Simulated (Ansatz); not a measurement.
# LiZnF3 (model cell, started as cubic perovskite with Zn in the octahedra): a soft mode frozen in, part 2 of 2

Wanted: the energy along a soft mode of LiZnF3 (model cell, started as cubic perovskite with Zn in the octahedra) and the structure at the end.

Ansatz 0.2.0; DFT PBEsol, scalar-relativistic, plane waves, PAW; PAW set soft_1.

So far. Step 5 (Energy along the mode, all amplitudes (two of the runs …): The lowest of the steps tried is the last one, at 0.6 Å, 44.0 meV/atom below the parent; the bottom of the well need not coincide with a step. Step 7 (The new phase in its own primitive cell): The largest force component left is 0.29 meV/Å and the pressure is 0.006 GPa, within the tolerances set. The cell now holds 12.84 Å³/atom. The relaxed cell has a = 5.685, c = 7.943 Å (conventional setting).

The structure was built from a prototype and need not be the compound's stable phase.

## 8. Modes of the new phase, k-mesh 6×6×6

A relaxed structure may still be a saddle point, so its zone-centre modes are computed. The response to a homogeneous field gives the Born charges and the dielectric tensor.

input.yaml

```yaml
crystal:
  lattice:
    - [-2.8426693047, 2.8426693047, 3.9713870349]
    - [2.8426693047, -2.8426693047, 3.9713870349]
    - [2.8426693047, 2.8426693047, -3.9713870349]
  atoms:
    - { symbol: Li, position: [0.8541066903, 0.8541066903, 0.0] }
    - { symbol: Li, position: [0.1458933097, 0.1458933097, 0.0] }
    - { symbol: Zn, position: [0.5, 0.0, 0.5] }
    - { symbol: Zn, position: [0.0, 0.5, 0.5] }
    - { symbol: F, position: [0.7817774499, 0.2182225501, 0.0] }
    - { symbol: F, position: [0.2182225501, 0.7817774499, 0.0] }
    - { symbol: F, position: [0.75, 0.25, 0.5] }
    - { symbol: F, position: [0.25, 0.75, 0.5] }
    - { symbol: F, position: [0.2182225501, 0.2182225501, 0.4364451001] }
    - { symbol: F, position: [0.7817774499, 0.7817774499, 0.5635548999] }
kpoints:
  mp_grid: { grid: [6, 6, 6] }
hamiltonian:
  xc: pbesol
  pseudopotentials: { kind: paw, azcp: { folder: soft_1 }, xc_functional: pbe }
scf:
  occupations: { method: fixed }
output:
  eigenvalues: true
phonons:
  method: dfpt
  dielectric: true
  rigid_motions: translations
```

The run is started by

```
ansatz run input.yaml --threads 4 --pin off --max-ram 16384MiB --backend cpu --events-out ev --progress --plain --runs-dir out
```

Wall time 3.4 min (4 threads of Intel Xeon Platinum 8375C at 2.90GHz (Ice Lake), shared host); peak memory 2.8 GiB.

This step gave:

| Item | Value |
| --- | --- |
| sum-rule residual before enforcement | 7.64e-5 eV/Å² |
| miss of the charge sum rule | 1.03e-4 e |
| point group | 4/mmm |
| highest optical mode at the zone centre (no LO-TO term) | 558.5 cm⁻¹ |
| lowest optical zone-centre mode | -127.8 cm⁻¹ |
| mean high-frequency dielectric constant | 2.192 |
| largest Born charge (third of the trace) | 2.238 e |
| top of the zone-centre spectrum with the field | 558.5 cm⁻¹ |

Without the LO-TO term. Patterns of degenerate modes are one choice out of their space. Modes at Γ, with each element's share of the kinetic energy (negative means imaginary):

| mode | frequency (cm⁻¹) | symmetry | Li % | Zn % | F % |
| --- | --- | --- | --- | --- | --- |
| 1 | -127.8 | Eg | 34 | 0 | 66 |
| 2 | -127.8 | Eg | 34 | 0 | 66 |
| 3 | -97.0 | B2g | 0 | 0 | 100 |
| 4 | -62.8 | Eg | 49 | 0 | 51 |
| 5 | -62.8 | Eg | 49 | 0 | 51 |
| 6 | -40.2 | Eu | 37 | 12 | 51 |
| 7 | -40.2 | Eu | 37 | 12 | 51 |
| 8 | 0.0 | acoustic | 5 | 51 | 44 |
| 9 | 0.0 | acoustic | 5 | 51 | 44 |
| 10 | 0.0 | acoustic | 5 | 51 | 44 |
| 11 | 99.1 | B1u | 0 | 0 | 100 |
| 12 | 155.7 | Eu | 20 | 44 | 36 |
| 13 | 155.7 | Eu | 20 | 44 | 36 |
| 14 | 172.0 | A2u | 31 | 33 | 35 |
| 15 | 189.8 | Eu | 3 | 23 | 74 |
| 16 | 189.8 | Eu | 3 | 23 | 74 |
| 17 | 209.3 | A2u | 63 | 4 | 32 |
| 18 | 250.5 | Eg | 18 | 0 | 82 |
| 19 | 250.5 | Eg | 18 | 0 | 82 |
| 20 | 251.0 | B2u | 0 | 100 | 0 |
| 21 | 292.1 | A2g | 0 | 0 | 100 |
| 22 | 298.6 | Eu | 35 | 63 | 3 |
| 23 | 298.6 | Eu | 35 | 63 | 3 |
| 24 | 303.7 | A1g | 10 | 0 | 90 |
| 25 | 324.8 | B1g | 0 | 0 | 100 |
| 26 | 426.0 | A1g | 90 | 0 | 10 |
| 27 | 455.3 | Eu | 1 | 7 | 93 |
| 28 | 455.3 | Eu | 1 | 7 | 93 |
| 29 | 465.2 | A2u | 0 | 12 | 88 |
| 30 | 558.5 | B1g | 0 | 0 | 100 |

Displacements in mode 2 (-127.8 cm⁻¹), the largest set to 1:
```
Li1 -1.00 -0.01  0.00
Li2  1.00  0.01  0.00
Zn3  0.00  0.00  0.00
Zn4  0.00  0.00  0.00
F5   0.00  0.00 -0.25
F6   0.00  0.00  0.25
F7   0.77 -0.01  0.00
F8  -0.77  0.01  0.00
F9   0.00  0.00 -0.25
F10  0.00  0.00  0.25
```

Displacements in mode 13 (155.7 cm⁻¹), the largest set to 1:
```
Li1 -1.00 -0.02  0.00
Li2 -1.00 -0.02  0.00
Zn3  0.67  0.00  0.00
Zn4 -0.17  0.01  0.00
F5   0.14 -0.13  0.00
F6   0.14 -0.13  0.00
F7  -0.77 -0.01  0.00
F8  -0.77 -0.01  0.00
F9   0.14  0.14  0.00
F10  0.14  0.14  0.00
```

Optical modes at the zone centre, without and with the macroscopic field of the longitudinal modes; each column is sorted by frequency, so a row need not hold one and the same mode. Modes with and without the field, by row:

| rank among optical modes | no field (cm⁻¹) | q along (1, 0, 0) (cm⁻¹) | q along (0, 0, 1) (cm⁻¹) |
| --- | --- | --- | --- |
| 1 | -127.8 | -127.8 | -127.8 |
| 2 | -127.8 | -127.8 | -127.8 |
| 3 | -97 | -97 | -97 |
| 4 | -62.8 | -62.8 | -62.8 |
| 5 | -62.8 | -62.8 | -62.8 |
| 6 | -40.2 | -40.2 | -40.2 |
| 7 | -40.2 | 99.1 | -40.2 |
| 8 | 99.1 | 115 | 99.1 |
| 9 | 155.7 | 155.7 | 155.7 |
| 10 | 155.7 | 156.7 | 155.7 |
| 11 | 172 | 172 | 172.4 |
| 12 | 189.8 | 189.8 | 189.8 |
| 13 | 189.8 | 209.3 | 189.8 |
| 14 | 209.3 | 250.5 | 250.5 |
| 15 | 250.5 | 250.5 | 250.5 |
| 16 | 250.5 | 251 | 251 |
| 17 | 251 | 286.4 | 292.1 |
| 18 | 292.1 | 292.1 | 298.6 |
| 19 | 298.6 | 298.6 | 298.6 |
| 20 | 298.6 | 303.7 | 303.7 |
| 21 | 303.7 | 324.8 | 324.8 |
| 22 | 324.8 | 328.8 | 327.8 |
| 23 | 426 | 426 | 426 |
| 24 | 455.3 | 455.3 | 455.3 |
| 25 | 455.3 | 465.2 | 455.3 |
| 26 | 465.2 | 543.6 | 555.9 |
| 27 | 558.5 | 558.5 | 558.5 |

Born charge (rows field, columns displacement) (e), principal values of the symmetric part by kind of site:

| atom | atoms with these values | low | middle | high | mean |
| --- | --- | --- | --- | --- | --- |
| Li1 | 2 | 1.00 | 1.13 | 1.13 | 1.09 |
| Zn3 | 2 | 1.92 | 2.29 | 2.50 | 2.24 |
| F5 | 4 | -1.66 | -0.89 | -0.78 | -1.11 |
| F7 | 2 | -1.74 | -0.80 | -0.80 | -1.11 |

In full for F7:

```
-0.80  0.00  0.00
 0.00 -0.80  0.00
 0.00  0.00 -1.74
```

High-frequency dielectric tensor:

```
2.19 0.00 0.00
0.00 2.19 0.00
0.00 0.00 2.20
```

Transverse modes; imaginary modes are left out. Infrared lines, with heights relative to the strongest:

| position (cm⁻¹) | relative intensity |
| --- | --- |
| 99 | 0.0 |
| 156 | 2.1 |
| 172 | 1.2 |
| 190 | 100 |
| 209 | 87 |
| 250 | 0.0 |
| 251 | 0.0 |
| 292 | 0.0 |
| 299 | 6.6 |
| 304 | 0.0 |
| 325 | 0.0 |
| 426 | 0.0 |
| 455 | 90 |
| 465 | 52 |
| 558 | 0.0 |

Before it was imposed, the acoustic sum rule was missed by 7.6e-5 eV/Å² and the charge sum rule by 1.0e-4 e. Small misses are needed for a sound result but don't prove that mesh and cutoff are converged. The lowest optical mode is imaginary, 127.8i cm⁻¹, so the energy falls along it.

## 9. Results

- unstable mode of the parent: q = (-0.5, -0.5, -0.5), 220i cm⁻¹
- depth at the lowest point sampled: 44.0 meV/atom
- largest atomic shift at that point: 0.6 Å
- space group reached (within 0.01 Å): I4/mmm
- energy gained over the parent (first relaxation, on the mesh of the frozen mode): 65.7 meV/atom
- volume per atom, phase reached: 12.8 Å³
- gap on the k-mesh, phase reached: 3.41 eV
- lowest optical zone-centre mode, phase reached: -128 cm⁻¹
- highest optical mode at the zone centre (no LO-TO term), phase reached: 558 cm⁻¹

What this shows: Along this mode the structure falls into I4/mmm, 65.7 meV/atom below the parent. At the parent's cell the well is 44.05 meV/atom deep on the steps tried, with its lowest point at a shift of 0.6 Å. That is the last step tried, so the steps alone don't bracket the bottom of the well. Relaxing atoms and cell changes the gain by +21.62 meV/atom against the lowest step (energies at zero smearing). The new phase still has an imaginary mode at the zone centre of its cell, so it is a saddle point on the way to a lower structure. Of the 6 patterns followed to their end from this parent, this one ends 126 meV/atom above the lowest, Imma. Each path keeps the symmetry of its pattern, so a lower phase may lie along a pattern not tried. The PAW files were made for PBE and serve the other functionals too. The starting cell was built on a prototype and not taken from a measurement, so the phase need not exist.

[Logs are printed without paths, hosts, clocks, repeated set-up lines and the standing remarks that a program may print on its own settings, such as how far it seeks lower states.]

[Hosts, paths, dates, database ids (printed as entryN), source tags and the programs' standing remarks are cut or masked in the printed files.]
